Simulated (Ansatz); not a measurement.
**Ta wire along [111], 37 atoms a period: bands along the axis**

What gap, if any, does the Ta wire along [111], 37 atoms a period have, and how many channels would it open?

Calculated with Ansatz 0.2.0; DFT PBE, plane waves, PAW; relaxation of a wire's period; PAW set soft_1, in the first sound run; inputs show where later runs differ.

**1. Starting point**

The cell holds 37 atoms: 37 Ta. Its edges and angles: a = 20.886 Å, b = 23.065 Å, c = 2.875 Å, α = 90.0°, β = 90.0°, γ = 90.0°. Vacuum lies along a and b. The structure's axis is c.

**2. Relaxation of atoms and period**

Band widths follow the bond lengths, so the wire is relaxed first. The atoms and the third cell vector are free; the box across stays fixed as vacuum. A Fermi-Dirac smearing is set since the result may be a metal. The pressure printed is a third of the stress's trace over the whole box, vacuum included; only the stress along the axis is relaxed.

Input file input.yaml:

```yaml
crystal:
  lattice:
    - [20.886, 0.0, 0.0]
    - [0.0, 23.065, 0.0]
    - [0.0, 0.0, 2.8752043406]
  atoms:
    - { symbol: Ta, position: [0.162788471, 0.323700541, 0.0] }
    - { symbol: Ta, position: [0.162788471, 0.676282633, 0.0] }
    - { symbol: Ta, position: [0.275188859, 0.499991587, 0.0] }
    - { symbol: Ta, position: [0.387589248, 0.676282633, 0.0] }
    - { symbol: Ta, position: [0.499989636, 0.499991587, 0.0] }
    - { symbol: Ta, position: [0.499989636, 0.852573678, 0.0] }
    - { symbol: Ta, position: [0.612390025, 0.676282633, 0.0] }
    - { symbol: Ta, position: [0.162788471, 0.441227905, 0.333333333] }
    - { symbol: Ta, position: [0.275188859, 0.264936859, 0.333333333] }
    - { symbol: Ta, position: [0.275188859, 0.617518951, 0.333333333] }
    - { symbol: Ta, position: [0.387589248, 0.441227905, 0.333333333] }
    - { symbol: Ta, position: [0.387589248, 0.793809996, 0.333333333] }
    - { symbol: Ta, position: [0.499989636, 0.264936859, 0.333333333] }
    - { symbol: Ta, position: [0.499989636, 0.617518951, 0.333333333] }
    - { symbol: Ta, position: [0.612390025, 0.441227905, 0.333333333] }
    - { symbol: Ta, position: [0.612390025, 0.793809996, 0.333333333] }
    - { symbol: Ta, position: [0.724790413, 0.264936859, 0.333333333] }
    - { symbol: Ta, position: [0.724790413, 0.617518951, 0.333333333] }
    - { symbol: Ta, position: [0.837190802, 0.441227905, 0.333333333] }
    - { symbol: Ta, position: [0.162788471, 0.558755269, 0.666666667] }
    - { symbol: Ta, position: [0.275188859, 0.382464223, 0.666666667] }
    - { symbol: Ta, position: [0.275188859, 0.735046314, 0.666666667] }
    - { symbol: Ta, position: [0.387589248, 0.206173177, 0.666666667] }
    - { symbol: Ta, position: [0.387589248, 0.558755269, 0.666666667] }
    - { symbol: Ta, position: [0.499989636, 0.382464223, 0.666666667] }
    - { symbol: Ta, position: [0.499989636, 0.735046314, 0.666666667] }
    - { symbol: Ta, position: [0.612390025, 0.206173177, 0.666666667] }
    - { symbol: Ta, position: [0.612390025, 0.558755269, 0.666666667] }
    - { symbol: Ta, position: [0.724790413, 0.382464223, 0.666666667] }
    - { symbol: Ta, position: [0.724790413, 0.735046314, 0.666666667] }
    - { symbol: Ta, position: [0.837190802, 0.558755269, 0.666666667] }
    - { symbol: Ta, position: [0.387589248, 0.323700541, 0.0] }
    - { symbol: Ta, position: [0.499989636, 0.147409495, 0.0] }
    - { symbol: Ta, position: [0.612390025, 0.323700541, 0.0] }
    - { symbol: Ta, position: [0.724790413, 0.499991587, 0.0] }
    - { symbol: Ta, position: [0.837190802, 0.323700541, 0.0] }
    - { symbol: Ta, position: [0.837190802, 0.676282633, 0.0] }
kpoints:
  mp_grid: { grid: [1, 1, 28] }
scf:
  occupations: { method: fermi_dirac, width: 0.05 }
hamiltonian:
  xc: pbe
  pseudopotentials: { kind: paw, azcp: { folder: soft_1 } }
relax:
  cell: { fix: [a, b, alpha, beta, gamma] }
  max_steps: 45
  f_tol: 0.03
```

Started as:

```sh
> ansatz run input.yaml --threads 16 --pin off --max-ram 61440MiB --backend cuda --events-out ev --progress --plain --runs-dir out --max-vram 78GiB
```

Numbers of over 12 decimals in the logs are rounded to 6 here.

What it wrote:

```text
Engine: ansatz 0.2.0, aarch64-unknown-linux-gnu
Pseudopotentials: kind: paw
Pseudopotential: Ta, paw, valence charge 13, recommended cutoff 420 eV (normal), soft_1/Ta.paw.azcp
Functional definition: PBE
  parameter kappa = 0.804
  parameter beta = 0.066725
  exchange = pbe_x(kappa = kappa, mu = beta*pi^2/3)
  correlation = pbe_c(beta = beta)
[...]
Crystal: 37 atoms, lattice volume = 1385.088 Å³
Basis set: ecut = 420 eV, 27053 PW (Γ), exchange–correlation on 288×320×40 points (8 copies of the dense FFT grid, shifted against one another)
Bands: 289, of which v1, the nominal top of the filled ones, is band 241 counted from 1 (240 counted from 0)
Symmetry: 4 space group operations
Space group: P2/m (ITA 10), of the structure as read, at distance tolerance 1.1e-4 Å
k-points: 15 of 28
Non-local potential: Ta, projectors of the file, l = 0: 3, l = 1: 2, l = 2: 2, l = 3: 1
PAW form: soft (Blöchl's): semilocal exchange-correlation on the pseudo side does not see the compensation charge
PAW one-centre angular grid: Ta, 590 points (default); XC on 64 Gauss nodes
Initial density: superposition of atomic densities (neutral atoms: chi_scale 0, normalization atom)
Initial wavefunctions: pseudopotential atomic-orbital guess
[...]
Functional: x = pbe(κ = 0.804, μ = 0.219515), c = pbe(β = 0.066725)
SCF iter   1: F=—  HF=-367535.553681 eV  |F-HF|=—  |Δ(HF+E_count)|=         —  Δρ=4.83e-2  dr2=7.10e2  ethr=3.10e-3  ⟨swp⟩=10.9  Hψ=20441  notcnv=0  defer=83
preconditioner: auto → LDOS  [metal: Δε(μ)=0.008 eV  Ē_g=4.175 eV  σ=0.050 eV  W_gap=0.04  n_scr=248 (ndim 8)  ℏωp=13.6 eV  f_vac=0.399  D(μ)=34.49/eV (n_scr^D=172)  β→1.0]
SCF iter   2: F=—  HF=-367531.835679 eV  |F-HF|=—  |Δ(HF+E_count)|=    3.72e0  Δρ=5.58e-2  dr2=1.48e3  ethr=3.10e-3  ⟨swp⟩=7.5  Hψ=13522  notcnv=0  defer=317
[...]
SCF iter  12: F=-367504.062135 eV  HF=-367504.062135 eV  |F-HF|=8.56e-9  |Δ(HF+E_count)|=   7.00e-8  Δρ=8.34e-7  dr2=2.56e-8  ethr=2.08e-11  ⟨swp⟩=5.0  Hψ=13991  notcnv=0
SCF 1 converged in 12 iterations: F = -367504.062135 eV  dr2 = 2.56e-8
  greatest PAW one-centre occupation: 0.999 electrons in one spin orbital (limit 2), on the Ta atom at site 33 (counted from 0), in its partial waves of l = 0
relax step   1: F+E_penalty+E_count = -367504.06213482 eV  Δ(F+E_penalty+E_count) = +0.000e0 eV  max|allowed force component| = 1.511e0 eV/Å  Δτ_max = 0.0000 Å  P = -4.533 GPa  Ω = 1385.088 Å³  fix = [a, b, alpha, beta, gamma]  reactions: a -4.204, b -4.230 GPa; alpha +0.001 GPa/rad  (12 SCF iters, dr2 threshold 1.00e-7 eV, accepted)
[...]
Crystal: 37 atoms, lattice volume = 1330.558 Å³
Basis set: ecut = 420 eV, 26097 PW (Γ), exchange–correlation on 288×320×40 points (8 copies of the dense FFT grid, shifted against one another)
[...]
iter 1 solved again at ethr=2.29e-3 eV; its pass at ethr=3.10e-3 eV (dr2=1.10e1 eV) is discarded
SCF iter   1: F=—  HF=-367506.341006 eV  |F-HF|=—  |Δ(HF+E_count)|=         —  Δρ=1.24e-2  dr2=1.12e1  ethr=2.29e-3  ⟨swp⟩=4.4  Hψ=21766  notcnv=0  defer=3
preconditioner: auto → LDOS  [metal: Δε(μ)=0.002 eV  Ē_g=3.765 eV  σ=0.050 eV  W_gap=0.01  n_scr=216 (ndim 8)  ℏωp=13.8 eV  f_vac=0.422  D(μ)=42.77/eV (n_scr^D=258)  β→1.0]
SCF iter   2: F=—  HF=-367505.742428 eV  |F-HF|=—  |Δ(HF+E_count)|=   5.99e-1  Δρ=7.81e-3  dr2=3.86e0  ethr=2.29e-3  ⟨swp⟩=3.7  Hψ=7548  notcnv=0  defer=125
[...]
SCF iter   8: F=-367505.237709 eV  HF=-367505.237710 eV  |F-HF|=6.63e-7  |Δ(HF+E_count)|=   7.57e-7  Δρ=5.82e-6  dr2=1.65e-6  ethr=7.69e-10  ⟨swp⟩=5.0  Hψ=14957  notcnv=0
SCF 2 converged in 8 iterations: F = -367505.237709 eV  dr2 = 1.65e-6
  greatest PAW one-centre occupation: 0.999 electrons in one spin orbital (limit 2), on the Ta atom at site 25 (counted from 0), in its partial waves of l = 0
relax step   2: F+E_penalty+E_count = -367505.23770913 eV  Δ(F+E_penalty+E_count) = -1.176e0 eV  max|allowed force component| = 8.962e-1 eV/Å  Δτ_max = 0.1949 Å  P = +1.892 GPa  Ω = 1330.558 Å³  energy of the carried Pulay correction = +5.775e-3 eV  fix = [a, b, alpha, beta, gamma]  reactions: a +1.318, b +1.295 GPa; alpha +0.006 GPa/rad  (8 SCF iters, dr2 threshold 3.70e-6 eV, accepted)
[...]
Crystal: 37 atoms, lattice volume = 1354.952 Å³
[...]
SCF 3 converged in 7 iterations: F = -367505.634176 eV  dr2 = 2.49e-6
[...]
SCF 4 converged in 6 iterations: F = -367505.676571 eV  dr2 = 1.99e-6
[...]
SCF 5 converged in 7 iterations: F = -367505.688144 eV  dr2 = 2.30e-7
[...]
SCF 6 converged in 6 iterations: F = -367505.685251 eV  dr2 = 1.23e-10
[...]
SCF converged after 6 iterations
[...]
--- Relaxed structure (5 steps of the walk, 5 accepted, 1 SCFs on fresh bases) ---
  F+E_penalty+E_count = -367505.68525143 eV   max|allowed force component| = 2.075e-2 eV/Å   (the final SCF, on the basis selected at the relaxed cell)
  cell:  # Å, volume = 1356.8878 Å³
    - [20.886, 0.0, 0.0]
    - [0.0, 23.065, 0]
    - [0.0, 0, 2.816665]
  atoms:
    - { symbol: Ta, position: [0.170912, 0.328050, 0.017183] }
    - { symbol: Ta, position: [0.170912, 0.671950, -0.017183] }
    - { symbol: Ta, position: [0.274571, 0.5, 0] }
    - { symbol: Ta, position: [0.387395, 0.676469, 0.000153418] }
    - { symbol: Ta, position: [0.499990, 0.5, 0] }
    - { symbol: Ta, position: [0.499990, 0.843929, 0.017251] }
    - { symbol: Ta, position: [0.612584, 0.676469, 0.000153418] }
    - { symbol: Ta, position: [0.165960, 0.440922, 0.350590] }
    - { symbol: Ta, position: [0.276615, 0.267923, 0.350104] }
    - { symbol: Ta, position: [0.276411, 0.616747, 0.328631] }
    - { symbol: Ta, position: [0.387302, 0.441177, 0.331225] }
    - { symbol: Ta, position: [0.389624, 0.791153, 0.350544] }
    - { symbol: Ta, position: [0.499990, 0.266446, 0.328073] }
    - { symbol: Ta, position: [0.499990, 0.617691, 0.331471] }
    - { symbol: Ta, position: [0.612677, 0.441177, 0.331225] }
    - { symbol: Ta, position: [0.610355, 0.791153, 0.350544] }
    - { symbol: Ta, position: [0.723364, 0.267923, 0.350104] }
    - { symbol: Ta, position: [0.723568, 0.616747, 0.328631] }
    - { symbol: Ta, position: [0.834019, 0.440922, 0.350590] }
    - { symbol: Ta, position: [0.165960, 0.559078, 0.649410] }
    - { symbol: Ta, position: [0.276411, 0.383253, 0.671369] }
    - { symbol: Ta, position: [0.276615, 0.732077, 0.649896] }
    - { symbol: Ta, position: [0.389624, 0.208847, 0.649456] }
    - { symbol: Ta, position: [0.387302, 0.558823, 0.668775] }
    - { symbol: Ta, position: [0.499990, 0.382309, 0.668529] }
    - { symbol: Ta, position: [0.499990, 0.733554, 0.671927] }
    - { symbol: Ta, position: [0.610355, 0.208847, 0.649456] }
    - { symbol: Ta, position: [0.612677, 0.558823, 0.668775] }
    - { symbol: Ta, position: [0.723568, 0.383253, 0.671369] }
    - { symbol: Ta, position: [0.723364, 0.732077, 0.649896] }
    - { symbol: Ta, position: [0.834019, 0.559078, 0.649410] }
    - { symbol: Ta, position: [0.387395, 0.323531, -0.000153418] }
    - { symbol: Ta, position: [0.499990, 0.156071, -0.017251] }
    - { symbol: Ta, position: [0.612584, 0.323531, -0.000153418] }
    - { symbol: Ta, position: [0.725408, 0.5, 0] }
    - { symbol: Ta, position: [0.829067, 0.328050, 0.017183] }
    - { symbol: Ta, position: [0.829067, 0.671950, -0.017183] }
```

The job ended after 13 s (1 × NVIDIA GB200 with 16 threads of Arm Neoverse V2, shared host; peak memory 1.6 GiB).

The steps of the relaxation:

| step | energy less that of the first step (eV) | largest force component (eV/Å) | pressure (GPa) | volume (Å³) |
| --- | --- | --- | --- | --- |
| 1 | 0.0000 | 1.5106 | -4.53 | 1385.09 |
| 2 | -1.1756 | 0.8962 | 1.89 | 1330.56 |
| 3 | -1.5720 | 0.3006 | -0.26 | 1354.95 |
| 4 | -1.6144 | 0.1060 | -0.13 | 1354.17 |
| 5 | -1.6260 | 0.0208 | -0.02 | 1356.89 |
| 6 | -1.6231 | 0.0207 | -0.02 | 1356.89 |

The log counts 1 steps on a newly chosen plane-wave basis, not all of them marked here; energy and pressure can jump at such steps.

Forces are held to the 4 operations that the run works with; a distortion that breaks them can't arise in this run.

| cell as run | before | after | change |
| --- | --- | --- | --- |
| c (Å) | 2.875 | 2.817 | -2.0 % |

The atoms that moved most (Å, along periodic axes as changes of fractional coordinates times the final cell, across vacuum about the mean position):

| atom | dx | dy | dz | length |
| --- | --- | --- | --- | --- |
| Ta33 | 0.000 | 0.200 | -0.049 | 0.205 |
| Ta6 | 0.000 | -0.200 | 0.049 | 0.205 |
| Ta37 | -0.170 | -0.100 | -0.048 | 0.203 |
| Ta36 | -0.170 | 0.100 | 0.048 | 0.203 |
| Ta2 | 0.170 | -0.100 | -0.048 | 0.203 |
| Ta1 | 0.170 | 0.100 | 0.048 | 0.203 |
| Ta27 | -0.043 | 0.061 | -0.048 | 0.089 |
| Ta23 | 0.043 | 0.061 | -0.048 | 0.089 |

Numbers from this step:

```
energy at zero smearing    : -367505.5083 eV
cell length along the wire : 2.817 Å
```

The cell's length comes to 2.817 Å with spin left out.

**3. Bands of the perfect wire**

This step: DFT PBE, plane waves, PAW; bands of a perfect wire; PAW set soft_1 (Ansatz 0.2.0).

At the relaxed period the bands are computed along the axis; those that cross an energy going forward count the channels that a perfect wire would open there.

Input file input.yaml:

```yaml
crystal:
  lattice:
    - [20.886, 0.0, 0.0]
    - [0.0, 23.065, 0.0]
    - [0.0, 0.0, 2.8166649569]
  atoms:
    - { symbol: Ta, position: [0.170912145, 0.328049821, 0.017182696] }
    - { symbol: Ta, position: [0.170912145, 0.671950179, 0.982817304] }
    - { symbol: Ta, position: [0.274571151, 0.5, 0.0] }
    - { symbol: Ta, position: [0.387394796, 0.676469438, 0.000153418] }
    - { symbol: Ta, position: [0.499989636, 0.5, 0.0] }
    - { symbol: Ta, position: [0.499989636, 0.84392911, 0.017251412] }
    - { symbol: Ta, position: [0.612584476, 0.676469438, 0.000153418] }
    - { symbol: Ta, position: [0.16595978, 0.440921573, 0.350589631] }
    - { symbol: Ta, position: [0.276615421, 0.26792299, 0.350103607] }
    - { symbol: Ta, position: [0.276411161, 0.616746572, 0.328630898] }
    - { symbol: Ta, position: [0.387302325, 0.441177142, 0.331225124] }
    - { symbol: Ta, position: [0.389624224, 0.791152874, 0.350544151] }
    - { symbol: Ta, position: [0.499989636, 0.266446161, 0.328072945] }
    - { symbol: Ta, position: [0.499989636, 0.617690712, 0.331471394] }
    - { symbol: Ta, position: [0.612676948, 0.441177142, 0.331225124] }
    - { symbol: Ta, position: [0.610355049, 0.791152874, 0.350544151] }
    - { symbol: Ta, position: [0.723363852, 0.26792299, 0.350103607] }
    - { symbol: Ta, position: [0.723568111, 0.616746572, 0.328630898] }
    - { symbol: Ta, position: [0.834019493, 0.440921573, 0.350589631] }
    - { symbol: Ta, position: [0.16595978, 0.559078427, 0.649410369] }
    - { symbol: Ta, position: [0.276411161, 0.383253428, 0.671369102] }
    - { symbol: Ta, position: [0.276615421, 0.73207701, 0.649896393] }
    - { symbol: Ta, position: [0.389624224, 0.208847126, 0.649455849] }
    - { symbol: Ta, position: [0.387302325, 0.558822858, 0.668774876] }
    - { symbol: Ta, position: [0.499989636, 0.382309288, 0.668528606] }
    - { symbol: Ta, position: [0.499989636, 0.733553839, 0.671927055] }
    - { symbol: Ta, position: [0.610355049, 0.208847126, 0.649455849] }
    - { symbol: Ta, position: [0.612676948, 0.558822858, 0.668774876] }
    - { symbol: Ta, position: [0.723568111, 0.383253428, 0.671369102] }
    - { symbol: Ta, position: [0.723363852, 0.73207701, 0.649896393] }
    - { symbol: Ta, position: [0.834019493, 0.559078427, 0.649410369] }
    - { symbol: Ta, position: [0.387394796, 0.323530562, 0.999846582] }
    - { symbol: Ta, position: [0.499989636, 0.15607089, 0.982748588] }
    - { symbol: Ta, position: [0.612584476, 0.323530562, 0.999846582] }
    - { symbol: Ta, position: [0.725408121, 0.5, 0.0] }
    - { symbol: Ta, position: [0.829067127, 0.328049821, 0.017182696] }
    - { symbol: Ta, position: [0.829067127, 0.671950179, 0.982817304] }
kpoints:
  mp_grid: { grid: [1, 1, 29] }
  band_path: { path: ["Γ", Z], npoints: 90 }
scf:
  occupations: { method: fermi_dirac, width: 0.05 }
hamiltonian:
  xc: pbe
  pseudopotentials: { kind: paw, azcp: { folder: soft_1 } }
output:
  dos: { e_range: [-5, 4] }
  write_potential: true
  write_density: true
  volumetric_format: npy
```

What it wrote:

```text
[...]
Crystal: 37 atoms, lattice volume = 1356.888 Å³
Basis set: ecut = 420 eV, 26577 PW (Γ)
Bands: 289, of which v1, the nominal top of the filled ones, is band 241 counted from 1 (240 counted from 0)
[... 1 set-up line as in the run before ...]
[...]
k-points: 15 of 29
[...]
SCF iter   1: F=—  HF=-367537.435284 eV  |F-HF|=—  |Δ(HF+E_count)|=         —  Δρ=4.81e-2  dr2=6.20e2  ethr=3.10e-3  ⟨swp⟩=10.1  Hψ=20951  notcnv=0  defer=85
[...]
SCF iter   6: F=—  HF=-367505.690177 eV  |F-HF|=—  |Δ(HF+E_count)|=   9.89e-3  Δρ=4.36e-4  dr2=1.37e-2  ethr=1.14e-4  ⟨swp⟩=1.9  Hψ=4292  notcnv=0  defer=292
[...]
SCF iter  10: F=—  HF=-367505.684049 eV  |F-HF|=—  |Δ(HF+E_count)|=   1.03e-6  Δρ=6.47e-6  dr2=7.07e-6  ethr=2.31e-8  ⟨swp⟩=1.4  Hψ=4072  notcnv=0  defer=292
[...]
SCF iter  12: F=-367505.687096 eV  HF=-367505.687096 eV  |F-HF|=1.78e-8  |Δ(HF+E_count)|=   4.28e-8  Δρ=8.03e-7  dr2=3.16e-8  ethr=2.08e-11  ⟨swp⟩=20.9  Hψ=18212  notcnv=0
SCF 1 converged in 12 iterations: F = -367505.687096 eV  dr2 = 3.16e-8
[...]
NSCF: frozen V_eff on 91 k-points
[...]
SCF converged after 12 iterations
[...]
```

The job ended after 11 s (1 × NVIDIA GB200 with 16 threads; peak memory 3.1 GiB).

Reading the cycles: dr2 is the Hartree energy of the density residual (eV), the measure of convergence; HF is the Harris–Foulkes estimate of the energy, which meets the free energy F at convergence.

Numbers from this step:

```yaml
energy_at_zero_smearing: -367505.5112 eV
band_gap: 0 eV
```

Electronic bands along the path, in eV, zero at the Fermi level; # counts the bands kept:

| point | #46 | #47 | #48 | #49 | #50 | #51 | #52 | #53 |
| --- | --- | --- | --- | --- | --- | --- | --- | --- |
| Γ | -0.24 | -0.11 | -0.08 | 0.02 | 0.06 | 0.08 | 0.08 | 0.13 |
| halfway | -0.17 | -0.14 | -0.14 | -0.11 | -0.10 | -0.08 | 0.14 | 0.15 |
| Z | 0.31 | 0.31 | 0.31 | 0.41 | 0.54 | 0.54 | 0.68 | 0.81 |

Between Γ and Z the bands cross the Fermi level 21 times, so a perfect wire would conduct at least 21 G₀, with spin left out.

**4. Outcome**

| Item | Value |
| --- | --- |
| cell length, PBE | 2.817 Å |
| ballistic conductance by band crossings, a lower bound, PBE | 21 G₀ |

What this shows: Under PBE the cell's length is 2.82 Å, and the bands cross the Fermi level 21 times between Γ and Z, which gives a perfect wire at least 21 G₀ (opposite crossings within one step of the path cancel in such a count). No spin was allowed, though thin wires with open d shells can turn magnetic. Spin-orbit coupling is left out, which matters for the bands of heavy atoms.

[Logs are printed without paths, hosts, clocks, repeated set-up lines and the standing remarks that a program may print on its own settings, such as how far it seeks lower states.]

[Hosts, paths, dates, database ids (printed as entryN), source tags and the programs' standing remarks are cut or masked in the printed files.]
